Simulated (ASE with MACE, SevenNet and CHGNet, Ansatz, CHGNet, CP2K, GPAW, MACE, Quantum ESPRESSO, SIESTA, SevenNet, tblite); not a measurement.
**Running random wurtzite alloy of AlN and GaN (72 atoms) with machine-learned potentials**

Aim: run random wurtzite alloy of AlN and GaN (72 atoms) in machine-learned potentials and see how near its forces come to a plane-wave reference, and at what cost.

Method: the method is named at each step, in ASE with MACE, SevenNet and CHGNet.

### 1. The structure

The cell holds 72 atoms: 22 Ga, 36 N and 14 Al. Cell: a = 9.477 Å, b = 9.477 Å, c = 10.212 Å, α = 90.0°, β = 90.0°, γ = 120.0°. It derives from AlN (wurtzite), repeated 3×3×2. Wurtzite AlN, 3 x 3 x 2 conventional cells, 22 of 36 Al sites given to Ga at random (x = 0.611), lattice by Vegard's rule (a = 3.159 Å, c = 5.106 Å); not relaxed, displaced by a Gaussian of 0.02 Å. Then every atom was moved at random, 0.02 Å r.m.s. a Cartesian component.

The yardstick, on the same geometry:

| Item | Value |
| --- | --- |
| method | Kohn-Sham DFT, PBE, PAW, plane waves (Ansatz 0.2.0); cutoff 420 eV, Γ point, fermi-dirac smearing of 0.05 eV; PAW set soft_2 |
| r.m.s. force component | 0.7435 eV/Å |
| longest force | 3.118 eV/Å |
| pressure | 6.056 GPa |
| gap (highest filled to lowest empty level) | 2.644 eV |
| SCF cycles | 8 |
| time | 11 s on 4 threads of Arm Neoverse V1, shared host |
| CPU time | 39 s |

### 2. MACE MPA-0 medium potential

Method: machine-learned interatomic potential MACE MPA-0 medium, trained on PBE(+U) plane-wave data.

File run.py:

```python
import numpy as np
from ase.io import read
import mlip  # loads the published weights by name

atoms = read("structure.xyz")
atoms.calc = mlip.calc("mace-mpa-0-medium")
energy = atoms.get_potential_energy()
forces = atoms.get_forces()
print(f"energy {energy:.6f} eV")
print("forces (eV/A)")
for i, (a, f) in enumerate(zip(atoms, forces)):
    print(f"{i:4d} {a.symbol:2s} {f[0]:10.5f} {f[1]:10.5f} {f[2]:10.5f}")
stress = -atoms.get_stress(voigt=False) * 160.21766
print("stress (GPa, compression positive)")
for row in stress:
    print(" ".join(f"{x:10.4f}" for x in row))
```

File structure.xyz:

```xyz
72
Lattice="9.47730 0.00000 0.00000 -4.73865 8.20758 0.00000 0.00000 0.00000 10.21220" Properties=species:S:1:pos:R:3 pbc="T T T"
Ga 4.72420 8.20405 0.00725
N -0.02701 1.85984 0.65552
Al -0.03161 1.83037 2.54182
N 9.40944 0.03874 3.15424
Ga 0.01360 0.02487 5.13061
N -0.01322 1.81133 5.73129
Al -0.03170 1.80542 7.67937
N 0.02369 0.03825 8.27770
Ga 7.87208 2.76210 0.02308
N -1.66341 4.54183 0.62335
Ga -1.59039 4.55192 2.54386
N 7.87322 2.73452 3.17089
Ga -1.57167 2.77490 5.06178
N -1.55049 4.57589 5.77183
Al -1.64275 4.52558 7.68172
N -1.58953 2.76136 8.27198
Ga 6.26331 5.43022 10.19402
N -3.16641 7.27577 0.61069
Al -3.15002 7.26198 2.59666
N 6.27122 5.45427 3.17824
Ga 6.25857 5.48669 5.11703
N -3.13609 7.29219 5.70750
Ga -3.11874 7.27380 7.64720
N -3.17082 5.49777 8.26218
Al -1.55541 8.20577 10.19688
N 3.20143 1.85442 0.63489
Al 3.12969 1.83472 2.57123
N -1.60394 8.20676 3.16588
Ga -1.57655 8.18329 5.13316
N 3.17641 1.75199 5.73568
Al 3.16243 1.80197 7.68080
N 3.16888 0.01814 8.29241
Al 1.61237 2.76563 10.19382
N 1.57513 4.59575 0.62397
Al 1.62152 4.52968 2.54529
N 1.58427 2.77096 3.20122
Ga 1.61090 2.73994 5.11866
N 1.62441 4.60938 5.70331
Ga 1.60763 4.60544 7.70572
N 1.61351 2.76875 8.22868
Ga -0.04497 5.49506 10.17156
N -0.00393 7.32026 0.66390
Ga -0.01147 7.28012 2.52711
N 0.00948 5.43522 3.16272
Al -0.01170 5.48455 5.12704
N -0.04781 7.33503 5.73241
Ga 0.02047 7.29457 7.67549
N 0.04383 5.51623 8.25626
Ga 6.37789 0.05425 0.02716
N 6.35396 1.82487 0.59772
Ga 6.31477 1.85007 2.53467
N 1.59678 8.17828 3.18825
Ga 6.29127 0.02077 5.13572
N 6.28952 1.86755 5.72853
Ga 6.32529 1.81609 7.69877
N 1.61531 8.20134 8.29588
[... 12 atom lines left out ...]
Al 3.18864 5.41881 5.14879
N 3.16442 7.28628 5.67941
Ga 3.12519 7.30319 7.64210
N 3.09292 5.46395 8.29118
```

Run with:

```
$ OMP_NUM_THREADS=1 python run.py > output.txt
```

The log of the run:

```text
energy -476.056311 eV
forces (eV/A)
   0 Ga    0.84808    0.58956   -0.09003
   1 N     1.43593    0.46951   -0.27674
   2 Al    0.30637   -0.02900    0.49762
   3 N     1.94330    0.04887   -0.02322
   4 Ga   -0.33691   -0.38821   -0.82122
   5 N     0.23406    0.76758    1.03155
   6 Al    0.57212    0.76910   -0.47071
   7 N    -0.32027   -0.15940   -0.36575
   8 Ga    0.69886   -0.31319   -0.56695
   9 N     0.94849    0.69317   -0.29539
  10 Ga    0.01706    0.30542    0.35858
  11 N     0.92407   -0.16606   -0.55135
  12 Ga   -0.13072   -0.34328    0.78013
  13 N    -0.11680    0.46902    0.17323
  14 Al    1.10441    0.83341   -0.49459
  15 N     0.79065   -0.01806    0.05972
  16 Ga    0.60938    1.22486    0.01101
  17 N     1.00643    0.52188    0.77296
  18 Al   -0.77508    0.67339   -0.65182
  19 N    -0.15996    0.31104   -0.31746
  20 Ga    1.30723   -0.28040   -0.28170
  21 N    -0.67244   -0.03530    0.41022
  22 Ga   -0.52495    0.89925   -0.00719
  23 N    -0.49734   -1.73061   -0.28695
[...]
64 Ga   -0.75615    0.57006   -0.01079
  65 N    -0.22917   -1.35511   -0.31692
  66 Ga    0.09607    0.30363    0.35221
  67 N     0.04058   -1.48052    0.95985
  68 Al   -0.32004    1.32092   -1.20913
  69 N    -0.08771   -0.89437    0.64829
  70 Ga    1.02331   -0.11922   -0.37103
  71 N     2.99467    0.57123    0.15674
stress (GPa, compression positive)
    4.4629     0.1696     0.0020
    0.1696     4.7289    -0.3385
    0.0020    -0.3385     5.9973
```

The job ended after 11 s (1 thread of Arm Neoverse V1, shared host; peak memory 1.1 GiB).

Banners, paths, timers and routine set-up lines are dropped from the logs unmarked, and long logs keep their key lines alone; longer cuts are marked.

Numbers from this run, and their distance from the reference:

```
r.m.s. force component                  : 0.7219 eV/Å
r.m.s. difference of force components   : 69.28 meV/Å
longest difference of force vectors     : 211.9 meV/Å
force difference over r.m.s. force      : 9.317 %
slope of forces against the reference's : 0.967
correlation of force components         : 0.996
pressure                                : 5.063 GPa
pressure difference                     : -0.9933 GPa
```

Length of the force difference by element (eV/Å):

| element | atoms | mean | most |
| --- | --- | --- | --- |
| Al | 14 | 0.11 | 0.19 |
| Ga | 22 | 0.14 | 0.21 |
| N | 36 | 0.088 | 0.19 |

Local excerpt of 9 atoms (numbers count through the whole input) about Ga17, picked at random; x, y, z are measured from there.

| atom | x | y | z | distance (Å) | bonds | Fx | Fy | Fz (eV/Å) |
| --- | --- | --- | --- | --- | --- | --- | --- | --- |
| Ga17 | 0.00 | 0.00 | 0.00 | 0.00 | 4 | 0.61 | 1.22 | 0.01 |
| N58 | -1.53 | -0.82 | 0.70 | 1.87 | 4 | -0.39 | -1.87 | -0.64 |
| N10 | 1.55 | -0.89 | 0.64 | 1.90 | 4 | 0.95 | 0.69 | -0.30 |
| N24 | 0.04 | 0.07 | -1.93 | 1.93 | 4 | -0.50 | -1.73 | -0.29 |
| N18 | 0.05 | 1.85 | 0.63 | 1.95 | 4 | 1.01 | 0.52 | 0.77 |
| Ga65 | -3.07 | 0.07 | 0.04 | 3.07 | 4 | -0.76 | 0.57 | -0.01 |
| Al57 | -1.54 | -2.67 | 0.01 | 3.08 | 4 | 0.49 | -0.09 | 0.34 |
| Al15 | 1.57 | -0.90 | -2.51 | 3.10 | 4 | 1.10 | 0.83 | -0.49 |
| Al59 | -1.53 | -0.88 | 2.55 | 3.10 | 4 | -0.14 | 0.09 | 1.01 |

Atoms are counted from 1 here, from 0 in the log.

Forces lie 9.3 % from the reference's, at 0.26 times its CPU time (on 1 against 4 cores).

### 3. SevenNet 0 potential

Method: machine-learned interatomic potential SevenNet 0, trained on PBE(+U) plane-wave data.

run.py, as its differences from that of step 2:

```diff
@@ -5,3 +5,3 @@
 atoms = read("structure.xyz")
-atoms.calc = mlip.calc("mace-mpa-0-medium")
+atoms.calc = mlip.calc("7net-0")
 energy = atoms.get_potential_energy()
```

structure.xyz is that of step 2.

The log of the run:

```text
energy -476.557343 eV
forces (eV/A)
   0 Ga    0.94587    0.62395   -0.01767
   1 N     1.41012    0.40889   -0.32979
   2 Al    0.40680    0.03322    0.46482
   3 N     1.87908   -0.00936   -0.10792
   4 Ga   -0.33243   -0.31603   -0.68659
   5 N     0.19575    0.75732    0.90453
   6 Al    0.62665    0.81657   -0.36575
   7 N    -0.29650   -0.10905   -0.34178
   8 Ga    0.76784   -0.33432   -0.47798
   9 N     0.97366    0.69600   -0.29013
  10 Ga    0.02704    0.40783    0.40687
  11 N     0.98164   -0.19943   -0.56181
  12 Ga   -0.12390   -0.24738    0.90538
  13 N    -0.02595    0.42982    0.02749
  14 Al    0.98071    0.83318   -0.39325
  15 N     0.81891   -0.05793   -0.06394
  16 Ga    0.43933    1.11800    0.04852
  17 N     0.98230    0.59667    0.67411
  18 Al   -0.69395    0.62988   -0.55286
  19 N    -0.17387    0.36183   -0.39110
  20 Ga    1.15920   -0.34181   -0.19878
  21 N    -0.61243   -0.03085    0.26130
  22 Ga   -0.49913    0.76777    0.17435
  23 N    -0.38986   -1.62069   -0.37282
[...]
64 Ga   -0.75458    0.34715    0.03955
  65 N    -0.21727   -1.33042   -0.30168
  66 Ga    0.15092    0.22113    0.51835
  67 N     0.04301   -1.38670    0.85502
  68 Al   -0.22825    1.14606   -1.04038
  69 N    -0.09411   -0.89010    0.47398
  70 Ga    1.09847   -0.19719   -0.28182
  71 N     2.86844    0.51439    0.07360
stress (GPa, compression positive)
    5.0617     0.1685     0.0042
    0.1685     5.2962    -0.3385
    0.0042    -0.3385     5.2418
```

Run time: 10 s. Hardware: 1 thread; peak memory 0.95 GiB.

Compared with the plane-wave run:

| Property | Result |
| --- | --- |
| r.m.s. force component | 0.6925 eV/Å |
| r.m.s. difference of force components | 73.47 meV/Å |
| longest difference of force vectors | 255.3 meV/Å |
| force difference over r.m.s. force | 9.881 % |
| slope of forces against the reference's | 0.9288 |
| correlation of force components | 0.9973 |
| pressure | 5.2 GPa |
| pressure difference | -0.8564 GPa |

Against the first run (9.3 %), the force difference from the reference is 9.9 %, at 0.97 times the CPU time.

### 4. CHGNet 0.3.0 potential

Method: machine-learned interatomic potential CHGNet 0.3.0, trained on PBE(+U) plane-wave data.

run.py, as its differences from that of step 3:

```diff
@@ -5,3 +5,3 @@
 atoms = read("structure.xyz")
-atoms.calc = mlip.calc("7net-0")
+atoms.calc = mlip.calc("chgnet-0.3.0")
 energy = atoms.get_potential_energy()
```

structure.xyz is that of step 3.

The log of the run:

```text
CHGNet v0.3.0 initialized with 412,525 parameters
CHGNet will run on cpu
energy -487.736847 eV
forces (eV/A)
   0 Ga    0.75414    0.47116    0.00475
   1 N     1.17074    0.33170   -0.21306
   2 Al    0.23134   -0.01265    0.35317
   3 N     1.54396   -0.01170   -0.04650
   4 Ga   -0.23608   -0.21669   -0.67715
   5 N     0.10978    0.58790    0.83312
   6 Al    0.51656    0.62382   -0.37377
   7 N    -0.24126   -0.03333   -0.29726
   8 Ga    0.60178   -0.23876   -0.37610
   9 N     0.73149    0.53819   -0.24708
  10 Ga    0.05156    0.32274    0.26450
  11 N     0.73725   -0.14764   -0.35706
  12 Ga   -0.05267   -0.21688    0.58466
  13 N    -0.01012    0.40259    0.16187
  14 Al    0.77023    0.62965   -0.33526
  15 N     0.60355    0.00845   -0.01985
  16 Ga    0.38516    0.94329    0.08263
  17 N     0.83614    0.50928    0.65411
  18 Al   -0.58069    0.43615   -0.54792
  19 N    -0.11457    0.31506   -0.21575
  20 Ga    0.93500   -0.29271   -0.20646
  21 N    -0.47252   -0.03814    0.26653
  22 Ga   -0.40562    0.61867    0.05547
  23 N    -0.34957   -1.36212   -0.33015
[...]
64 Ga   -0.54745    0.30672    0.00379
  65 N    -0.15293   -1.01459   -0.22605
  66 Ga    0.13322    0.12222    0.41093
  67 N     0.01745   -1.08565    0.73821
  68 Al   -0.18504    0.88296   -0.99932
  69 N    -0.10252   -0.71098    0.47397
  70 Ga    0.85566   -0.17356   -0.26360
  71 N     2.44717    0.39715    0.16271
stress (GPa, compression positive)
    5.0994     0.1276    -0.0171
    0.1276     5.3508    -0.2646
   -0.0171    -0.2646     3.7162
```

Run time: 4.1 s. Hardware: 1 thread; peak memory 0.89 GiB.

Against the reference:

| Property | Result |
| --- | --- |
| r.m.s. force component | 0.5647 eV/Å |
| r.m.s. difference of force components | 191.2 meV/Å |
| longest difference of force vectors | 635.9 meV/Å |
| force difference over r.m.s. force | 25.72 % |
| slope of forces against the reference's | 0.7554 |
| correlation of force components | 0.9945 |
| pressure | 4.722 GPa |
| pressure difference | -1.334 GPa |

Against the first run (9.3 %), the force difference from the reference is 26 %, at 0.41 times the CPU time.

### 5. All runs compared

Differences are against the plane-wave reference, forces as r.m.s. over components; share is that over the reference's r.m.s. force, slope the least-squares factor from reference forces to these. Total energies of different programs have different zeros and aren't compared.

| run | Δ force, r.m.s. (meV/Å) | share (%) | slope | Δ pressure (GPa) | cores | CPU time | memory (GiB) |
| --- | --- | --- | --- | --- | --- | --- | --- |
| reference | - | - | - | - | 4 | 39 s | 1.1 |
| MACE MPA-0 medium potential | 69.3 | 9.32 | 0.967 | -0.993 | 1 | 10 s | 1.1 |
| SevenNet 0 potential | 73.5 | 9.88 | 0.929 | -0.856 | 1 | 9.7 s | 0.95 |
| CHGNet 0.3.0 potential | 191 | 25.7 | 0.755 | -1.33 | 1 | 4.1 s | 0.89 |

Times of the machine-learned potentials are mostly Python's start and the loading of weights.

CPU time is summed over cores on a shared host, where runs went side by side, so it is rough. Symmetry, cutoffs, thresholds, outputs and thread counts weren't matched or tuned between programs; memory under MPI is the largest rank's times the ranks.

A second geometry, displaced anew (every atom was moved at random, 0.08 Å r.m.s. a Cartesian component), gives an energy difference that all programs can be tested on. The reference puts it at 179.0 meV/atom.

| run | energy less the first geometry's (meV/atom) | error (meV/atom) | force share at the second geometry (%) |
| --- | --- | --- | --- |
| MACE MPA-0 medium potential | 176.3 | -2.68 | 8.07 |
| SevenNet 0 potential | 168.4 | -10.6 | 8.00 |
| CHGNet 0.3.0 potential | 140.7 | -38.3 | 16.9 |

### 6. Results

| Property | Result |
| --- | --- |
| nearest in forces | MACE MPA-0 medium potential, 9.3 % |
| its CPU time | 10 s |

**Reading.** Machine-learned potentials differ by 9.3 % (MACE MPA-0 medium potential) to 26 % (CHGNet 0.3.0 potential); they were trained on other programs' data. Among those trained on PBE data the slope goes as low as 0.76, which softening far from their training structures can give, though the reference's k-sampling is untested too. The energy difference between the two geometries, 179 meV/atom in the reference, is met best by MACE MPA-0 medium potential (-2.68) and worst by CHGNet 0.3.0 potential (-38.3). Machine-learned potentials mimic data converged in k, so the reference's own k-point error enters their differences. The host structure and its lattice constant were typed by rule, without a check against the phase diagram. The reference's pressure of 6.1 GPa belongs to a cell and atoms that aren't relaxed at this level. The electronic-structure runs sample only Γ, in a cell whose shortest periodic width is 8 Å.

[Also dropped from logs without a mark: logging warnings of Python, and SIESTA's first energy breakdown and zero terms.]

[Logs are printed without paths, hosts, clocks, repeated set-up lines and the standing remarks that a program may print on its own settings, such as how far it seeks lower states.]

[Hosts, paths, dates, database ids (printed as entryN), source tags and the programs' standing remarks are cut or masked in the printed files.]
